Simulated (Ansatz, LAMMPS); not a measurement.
**A faulty run on aqueous Li+ and I-, 1.5 mol of salt per kg of water at 360 K (110 atoms)**

Program: Ansatz 0.2.0. The cell: 36 O, 72 H, 1 Li and 1 I.

input.yaml

```yaml
crystal:
  lattice:
    - [10.44226, 0.0, 0.0]
    - [0.0, 10.44226, 0.0]
    - [0.0, 0.0, 10.44226]
  atoms:
    - { symbol: O, position: [0.69675, 0.05343, 0.12845] }
    - { symbol: H, position: [0.62402, 0.99166, 0.1203] }
    - { symbol: H, position: [0.77465, 0.00711, 0.15938] }
    - { symbol: O, position: [0.21606, 0.66384, 0.65954] }
    - { symbol: H, position: [0.22304, 0.70426, 0.74607] }
    - { symbol: H, position: [0.23374, 0.72951, 0.59211] }
    - { symbol: O, position: [0.88021, 0.12179, 0.59126] }
    - { symbol: H, position: [0.78835, 0.13631, 0.56842] }
    - { symbol: H, position: [0.93068, 0.10521, 0.51158] }
    - { symbol: O, position: [0.34054, 0.23714, 0.41564] }
    - { symbol: H, position: [0.35796, 0.14995, 0.38007] }
    - { symbol: H, position: [0.39105, 0.30222, 0.36679] }
    - { symbol: O, position: [0.2913, 0.97722, 0.17668] }
    - { symbol: H, position: [0.23955, 0.05738, 0.16849] }
    - { symbol: H, position: [0.23474, 0.90117, 0.16296] }
    - { symbol: O, position: [0.76564, 0.48515, 0.56792] }
    - { symbol: H, position: [0.75069, 0.42631, 0.64198] }
    - { symbol: H, position: [0.70871, 0.45996, 0.49514] }
    [... 86 atom lines left out ...]
    - { symbol: H, position: [0.75874, 0.7986, 0.54886] }
    - { symbol: O, position: [0.21534, 0.86758, 0.48866] }
    - { symbol: H, position: [0.14277, 0.91099, 0.44372] }
    - { symbol: H, position: [0.24083, 0.78923, 0.43985] }
    - { symbol: Li, position: [0.28087, 0.23394, 0.59774] }
    - { symbol: I, position: [0.56416, 0.44194, 0.28714] }
kpoints:
  mp_grid: { grid: [1, 1, 1] }
hamiltonian:
  xc: pbe
  dispersion: d4
  pseudopotentials: { kind: paw, core: large }
scf:
  occupations: { method: fixed }
  max_iter: 50
output:
  forces: true
magnetization:
  spin_polarized: many
```

The run is started by

```bash
> ansatz run input.yaml --threads 4 --pin off --max-ram 8192MiB --backend cpu --events-out ev --progress --plain --runs-dir out
```

What it wrote:

```text
Error: YAML parse error: error: line 129 column 19: invalid boolean (strict mode expects true/false)
   --> <input>:129:19
    |
127 |   forces: true
128 | magnetization:
129 |   spin_polarized: many
    |                   ^ invalid boolean (strict mode expects true/false)
```

Wall time 0.02 s (4 threads of Arm Neoverse V2, shared host); peak memory 0.022 GiB; 0.02 s of CPU time.

**Question.** What is wrong with this input, and how is it mended?

A value that the key doesn't take: magnetization.spin_polarized = "many".

The fix is to take out magnetization.spin_polarized.

The program refused it before any cycle.

[Logs are printed without paths, hosts, clocks, repeated set-up lines and the standing remarks that a program may print on its own settings, such as how far it seeks lower states.]

[Hosts, paths, dates, database ids (printed as entryN), source tags and the programs' standing remarks are cut or masked in the printed files.]
